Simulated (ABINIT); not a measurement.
## MgS (F-43m): G0W0 in ABINIT against the exchange cutoff

How does the gap of MgS (F-43m) converge in the exchange cutoff?

Method: LDA and many-body steps on it, plane waves, in ABINIT 10.8.3.

### 1. The starting structure

The structure is cubic, space group F-43m (No. 216). Conventional cell: a = 5.666 Å, b = 5.666 Å, c = 5.666 Å, α = 90.00°, β = 90.00°, γ = 90.00°. Mg has 4 S at 2.45 Å nearest. S has 4 Mg at 2.45 Å nearest. Farther neighbours and most contacts between anions are not listed.

Coordinates:

```cif
data_structure
_symmetry_space_group_name_H-M 'P 1'
_symmetry_Int_Tables_number 1
_cell_length_a 4.0066
_cell_length_b 4.0066
_cell_length_c 4.0066
_cell_angle_alpha 60.000
_cell_angle_beta 60.000
_cell_angle_gamma 60.000
_cell_volume 45.48
loop_
_atom_site_label
_atom_site_type_symbol
_atom_site_fract_x
_atom_site_fract_y
_atom_site_fract_z
_atom_site_occupancy
Mg1 Mg 0.00000 0.00000 0.00000 1
S2 S 0.75000 0.75000 0.75000 1
```

The cell and positions are those that the Materials Project relaxed with its own functionals (PBE, PBE+U or r2SCAN), kept fixed. This is not the form that MgS usually takes at ambient conditions.

### 2. Screening, 4×4×4 mesh, 26 bands, screening to 106.1 eV

This step: ABINIT 10.8.3; RPA screening on LDA, plane waves, norm-conserving pseudopotentials.

The RPA dielectric matrix is built and inverted for each q.

Input file run.abi:

```
acell 3*1.0 Angstrom
rprim 
  -0.000000000000 2.833120046800 2.833120046800
  2.833120046800 -0.000000000000 2.833120046800
  2.833120046800 2.833120046800 -0.000000000000
ntypat 2
znucl 12 16
natom 2
typat 1 2
xred 
  0.000000000000 0.000000000000 0.000000000000
  0.750000000000 0.750000000000 0.750000000000
pp_dirpath "pseudos"
pseudos "Mg.upf, S.upf"
ecut 38
ngkpt 4 4 4
nshiftk 1
shiftk 0 0 0
kptopt 1
chksymbreak 0
istwfk *1
occopt 1
irdwfk 1
optdriver 3
nband 26
ecuteps 3.9
inclvkb 2
awtr 1
symchi 1
indata_prefix "in"
outdata_prefix "out"
tmpdata_prefix "tmp"
```

Launch:

```sh
$ OMP_NUM_THREADS=1 mpirun -n 4 abinit run.abi > log
```

What it wrote:

```text
.Version 10.8.3 of ABINIT. v10.8.2 released Aug 2026.

 Symmetries : space group F-4 3 m (#216); Bravais cF (face-center cubic)
[... echo of the input left out ...]
== DATASET  1 ==================================================================
-   mpi_nproc: 4, omp_nthreads: 1 (-1 if OMP is not activated)

--- !DatasetInfo
iteration_state: {dtset: 1, }
dimensions: {natom: 2, nkpt: 8, mband: 26, nsppol: 1, nspinor: 1, nspden: 1, mpw: 3479, }
cutoff_energies: {ecut:  38.0, pawecutdg:  -1.0, }
electrons: {nelect:   1.60000000E+01, charge:   0.00000000E+00, occopt:   1.00000000E+00, tsmear:   1.00000000E-02, }

 SCREENING: Calculation of the susceptibility and dielectric matrices

 Based on a program developped by R.W. Godby, V. Olevano, G. Onida, and L. Reining.
 Incorporated in ABINIT by V. Olevano, G.-M. Rignanese, and M. Torrent.
.Using double precision arithmetic ; gwpc =  8

[... cell and pseudopotentials left out ...]
--------------------------------------------------------------------------------

 ==== K-mesh for the wavefunctions ====
 Number of points in the irreducible wedge :     8
[... list of points left out ...]
 Together with 24 symmetry operations and time-reversal symmetry
 yields    64 points in the full Brillouin Zone.

 ==== Q-mesh for the screening function ====
 Number of points in the irreducible wedge :     8
[... list of points left out ...]
 Together with 24 symmetry operations and time-reversal symmetry
 yields    64 points in the full Brillouin Zone.

 setmesh: FFT mesh size selected  =    27x   27x   27
          total number of points  =        19683

 vcoul_init : cutoff-mode = AUXILIARY_FUNCTION
 q-points for optical limit:   1
     1)      0.000010    0.000020    0.000030

- screening: taking advantage of time-reversal symmetry
- Maximum band index for partially occupied states nbvw = 8
- Remaining bands to be divided among processors   nbcw = 18
- Number of bands treated by each node ~4

 Number of electrons calculated from density =   16.0000; Expected =   16.0000
 average of density, n =  0.052131
 r_s =    1.6606
 omega_plasma =   22.0244 [eV]

 calculating chi0 at frequencies [eV] :
  1    0.000000E+00    0.000000E+00
  2    0.000000E+00    2.202444E+01

--------------------------------------------------------------------------------
  q-point number  1        q = ( 0.000000, 0.000000, 0.000000) [r.l.u.]
--------------------------------------------------------------------------------
[... chi0 elements left out ...]
 For q-point:  0.000010 0.000020 0.000030
  dielectric constant =   4.3850
  dielectric constant without local fields =   5.1683

  Average fulfillment of the sum rule on Im[epsilon] for q-point    1 :     27.18  [%]
[... wings left out ...]
  q-point number  2        q = ( 0.250000, 0.000000, 0.000000) [r.l.u.]
--------------------------------------------------------------------------------
[... chi0 elements left out ...]
  Average fulfillment of the sum rule on Im[epsilon] for q-point    2 :     43.24  [%]

 [... 6 further q-points ...]
```

Elapsed: 3.6 s, on 4 MPI ranks of Arm Neoverse V2, shared host; peak memory 0.46 GiB; 14 s of CPU time.

This step gave:

| Item | Value |
| --- | --- |
| ε∞ with local fields, on this mesh, along the program's q direction | 4.385 |
| the same without local fields | 5.168 |
| plasma frequency | 22.02 eV |
| plane waves in the screening matrix | 113 |

Local fields lower ε∞ by 15 %. On a Γ-centred mesh this coarse the value itself is usually too large, while a short band sum pulls it down.

### 3. 3.8 Ha

This step: G0W0 on LDA, plane waves, norm-conserving pseudopotentials.

run.abi: that of step 2 with these lines changed.

```diff
@@ -23,8 +23,15 @@
 irdwfk 1
-optdriver 3
+optdriver 4
 nband 26
+gwcalctyp 0
+ecutsigx 3.8
+symsigma 1
+nkptgw 1
+kptgw 
+  0.0000000000 0.0000000000 0.0000000000
+bdgw 
+  6 12
 ecuteps 3.9
-inclvkb 2
-awtr 1
-symchi 1
+irdscr 1
+ppmodel 1
 indata_prefix "in"
```

What it wrote:

```text
.Version 10.8.3 of ABINIT. v10.8.2 released Aug 2026.

 Symmetries : space group F-4 3 m (#216); Bravais cF (face-center cubic)
[... echo of the input left out ...]
== DATASET  1 ==================================================================
-   mpi_nproc: 4, omp_nthreads: 1 (-1 if OMP is not activated)

--- !DatasetInfo
iteration_state: {dtset: 1, }
dimensions: {natom: 2, nkpt: 8, mband: 26, nsppol: 1, nspinor: 1, nspden: 1, mpw: 3479, }
cutoff_energies: {ecut:  38.0, pawecutdg:  -1.0, }
electrons: {nelect:   1.60000000E+01, charge:   0.00000000E+00, occopt:   1.00000000E+00, tsmear:   1.00000000E-02, }

 SIGMA: Calculation of the GW corrections

 Based on a program developped by R.W. Godby, V. Olevano, G. Onida, and L. Reining.
 Incorporated in ABINIT by V. Olevano, G.-M. Rignanese, and M. Torrent.
.Using double precision arithmetic ; gwpc =  8

[... cell and pseudopotentials left out ...]
--------------------------------------------------------------------------------

 ==== K-mesh for the wavefunctions ====
 Number of points in the irreducible wedge :     8
[... list of points left out ...]
 Together with 24 symmetry operations and time-reversal symmetry
 yields    64 points in the full Brillouin Zone.

 ==== Q-mesh for screening function ====
 Number of points in the irreducible wedge :     8
[... list of points left out ...]
 Together with 24 symmetry operations and time-reversal symmetry
 yields    64 points in the full Brillouin Zone.

 vcoul_init : cutoff-mode = AUXILIARY_FUNCTION
 q-points for optical limit:   1
     1)      0.000010    0.000020    0.000030
 setmesh: FFT mesh size selected  =    27x   27x   27
          total number of points  =        19683

 Number of electrons calculated from density =   16.0000; Expected =   16.0000
 average of density, n =  0.052131
 r_s =    1.6606
 omega_plasma =   22.0244 [eV]

 === KS Band Gaps ===
  >>>> For spin  1
   Minimum direct gap =   3.1654 [eV], located at k-point      :   0.0000  0.0000  0.0000
   Fundamental gap    =   3.1654 [eV], Top of valence bands at :   0.0000  0.0000  0.0000
                                       Bottom of conduction at :   0.0000  0.0000  0.0000
 SIGMA fundamental parameters:
 PLASMON POLE MODEL  1
 number of plane-waves for SigmaX                  113
 number of plane-waves for SigmaC and W            113
 number of plane-waves for wavefunctions          3479
 number of bands                                    26
 number of independent spin polarizations            1
 number of spinorial components                      1
 number of k-points in IBZ                           8
 number of q-points in IBZ                           8
 number of symmetry operations                      24
 number of k-points in BZ                           64
 number of q-points in BZ                           64
 number of frequencies for dSigma/dE                 9
 frequency step for dSigma/dE [eV]                0.25
 number of omega for Sigma on real axis              0
 max omega for Sigma on real axis  [eV]           0.00
 zcut for avoiding poles [eV]                     0.10

 EPSILON^-1 parameters (SCR file):
 dimension of the eps^-1 matrix on file            113
 dimension of the eps^-1 matrix used               113
 number of plane-waves for wavefunctions          3479
 number of bands                                    26
 number of q-points in IBZ                           8
 number of frequencies                               2
 number of real frequencies                          1
 number of imag frequencies                          1

 matrix elements of self-energy operator (all in [eV])

 Perturbative Calculation

--- !SelfEnergy_ee
iteration_state: {dtset: 1, }
kpoint     : [   0.000,    0.000,    0.000, ]
spin       : 1
KS_gap     :    3.165
QP_gap     :    5.094
Delta_QP_KS:    1.929
data: !SigmaeeData |
     Band     E0 <VxcDFT>   SigX SigC(E0)      Z dSigC/dE  Sig(E)    E-E0       E
        6   1.305 -12.870 -16.030   2.528   0.782  -0.278 -13.364  -0.494   0.810
        7   1.305 -12.870 -16.030   2.528   0.782  -0.278 -13.364  -0.494   0.810
        8   1.305 -12.870 -16.030   2.528   0.782  -0.278 -13.364  -0.494   0.810
        9   4.470  -9.360  -4.639  -2.970   0.820  -0.220  -7.925   1.435   5.905
       10   9.041 -10.175  -4.211  -3.249   0.815  -0.227  -7.964   2.211  11.252
       11   9.041 -10.175  -4.211  -3.249   0.815  -0.227  -7.964   2.211  11.252
       12   9.041 -10.175  -4.211  -3.249   0.815  -0.227  -7.964   2.211  11.252

== END DATASET(S) ==============================================================
================================================================================

 -outvars: echo values of variables after computation  --------
           etotal      0.0000000000E+00
            nband          26
             nkpt           8
          spgroup         216
 [... the other variables as echoed above ...]

 Calculation completed.
```

Run time: 2 s. Hardware: 4 MPI ranks; peak memory 0.11 GiB; 7.6 s of CPU time.

Numbers from this step:

```
G0W0 gap on the points computed              : 5.095 eV
starting gap on the mesh                     : 3.165 eV
k of the valence top                         : 0, 0, 0
k of the conduction bottom                   : 0, 0, 0
Z at the valence top                         : 0.782
Z at the conduction bottom                   : 0.82
least direct G0W0 gap on the computed points : 5.095 eV
```

### 4. 7.6 Ha

run.abi: that of step 3 with these lines changed.

```diff
@@ -26,3 +26,3 @@
 gwcalctyp 0
-ecutsigx 3.8
+ecutsigx 7.6
 symsigma 1
```

What it wrote:

```text
.Version 10.8.3 of ABINIT. v10.8.2 released Aug 2026.

 Symmetries : space group F-4 3 m (#216); Bravais cF (face-center cubic)
[... echo of the input left out ...]
== DATASET  1 ==================================================================
-   mpi_nproc: 4, omp_nthreads: 1 (-1 if OMP is not activated)

--- !DatasetInfo
iteration_state: {dtset: 1, }
dimensions: {natom: 2, nkpt: 8, mband: 26, nsppol: 1, nspinor: 1, nspden: 1, mpw: 3479, }
cutoff_energies: {ecut:  38.0, pawecutdg:  -1.0, }
electrons: {nelect:   1.60000000E+01, charge:   0.00000000E+00, occopt:   1.00000000E+00, tsmear:   1.00000000E-02, }

 SIGMA: Calculation of the GW corrections

 Based on a program developped by R.W. Godby, V. Olevano, G. Onida, and L. Reining.
 Incorporated in ABINIT by V. Olevano, G.-M. Rignanese, and M. Torrent.
.Using double precision arithmetic ; gwpc =  8

[... cell and pseudopotentials left out ...]
--------------------------------------------------------------------------------

 ==== K-mesh for the wavefunctions ====
 Number of points in the irreducible wedge :     8
[... list of points left out ...]
 Together with 24 symmetry operations and time-reversal symmetry
 yields    64 points in the full Brillouin Zone.

 ==== Q-mesh for screening function ====
 Number of points in the irreducible wedge :     8
[... list of points left out ...]
 Together with 24 symmetry operations and time-reversal symmetry
 yields    64 points in the full Brillouin Zone.

 vcoul_init : cutoff-mode = AUXILIARY_FUNCTION
 q-points for optical limit:   1
     1)      0.000010    0.000020    0.000030
 setmesh: FFT mesh size selected  =    32x   32x   32
          total number of points  =        32768

 Number of electrons calculated from density =   16.0000; Expected =   16.0000
[...]
number of q-points in BZ                           64
 number of frequencies for dSigma/dE                 9
 frequency step for dSigma/dE [eV]                0.25
 number of omega for Sigma on real axis              0
 max omega for Sigma on real axis  [eV]           0.00
 zcut for avoiding poles [eV]                     0.10

 EPSILON^-1 parameters (SCR file):
 dimension of the eps^-1 matrix on file            113
 dimension of the eps^-1 matrix used               113
 number of plane-waves for wavefunctions          3479
 number of bands                                    26
 number of q-points in IBZ                           8
 number of frequencies                               2
 number of real frequencies                          1
 number of imag frequencies                          1

 matrix elements of self-energy operator (all in [eV])

 Perturbative Calculation

--- !SelfEnergy_ee
iteration_state: {dtset: 1, }
kpoint     : [   0.000,    0.000,    0.000, ]
spin       : 1
KS_gap     :    3.165
QP_gap     :    5.031
Delta_QP_KS:    1.866
data: !SigmaeeData |
     Band     E0 <VxcDFT>   SigX SigC(E0)      Z dSigC/dE  Sig(E)    E-E0       E
        6   1.305 -12.870 -16.192   2.528   0.782  -0.278 -13.491  -0.621   0.684
        7   1.305 -12.870 -16.192   2.528   0.782  -0.278 -13.491  -0.621   0.684
        8   1.305 -12.870 -16.192   2.528   0.782  -0.278 -13.491  -0.621   0.684
        9   4.470  -9.360  -4.871  -2.970   0.820  -0.220  -8.115   1.245   5.715
       10   9.041 -10.175  -4.504  -3.249   0.815  -0.227  -8.202   1.973  11.014
       11   9.041 -10.175  -4.504  -3.249   0.815  -0.227  -8.202   1.973  11.014
       12   9.041 -10.175  -4.504  -3.249   0.815  -0.227  -8.202   1.973  11.014

== END DATASET(S) ==============================================================
================================================================================

 -outvars: echo values of variables after computation  --------
           etotal      0.0000000000E+00
            nband          26
             nkpt           8
          spgroup         216
 [... the other variables as echoed above ...]

 Calculation completed.
```

Wall time 2 s (4 MPI ranks); peak memory 0.11 GiB; 7.7 s of CPU time.

This step gave:

```
G0W0 gap on the points computed              : 5.031 eV
starting gap on the mesh                     : 3.165 eV
k of the valence top                         : 0, 0, 0
k of the conduction bottom                   : 0, 0, 0
Z at the valence top                         : 0.782
Z at the conduction bottom                   : 0.82
least direct G0W0 gap on the computed points : 5.031 eV
```

(Continued in part 2 of 2.)

[Paths, hosts, dates, memory and timing lines, banners, echoed tables and standing remarks are left out of the program output.]

[Logs are printed without paths, hosts, clocks, repeated set-up lines and the standing remarks that a program may print on its own settings, such as how far it seeks lower states.]

[Runs of the session that timed out or met a known fault of the program may be left out.]

[Hosts, paths, dates, database ids (printed as entryN), source tags and the programs' standing remarks are cut or masked in the printed files.]

[G0W0 gaps are taken among the corrected bands and points alone; a level outside them can change the order at an edge.]

[Where Ansatz stands beside ABINIT at settings called matched, ABINIT's density can come from a denser mesh and the files from another edition; pairs whose starting gaps differed by over 0.03 eV were left out, so agreement reads better than it is.]
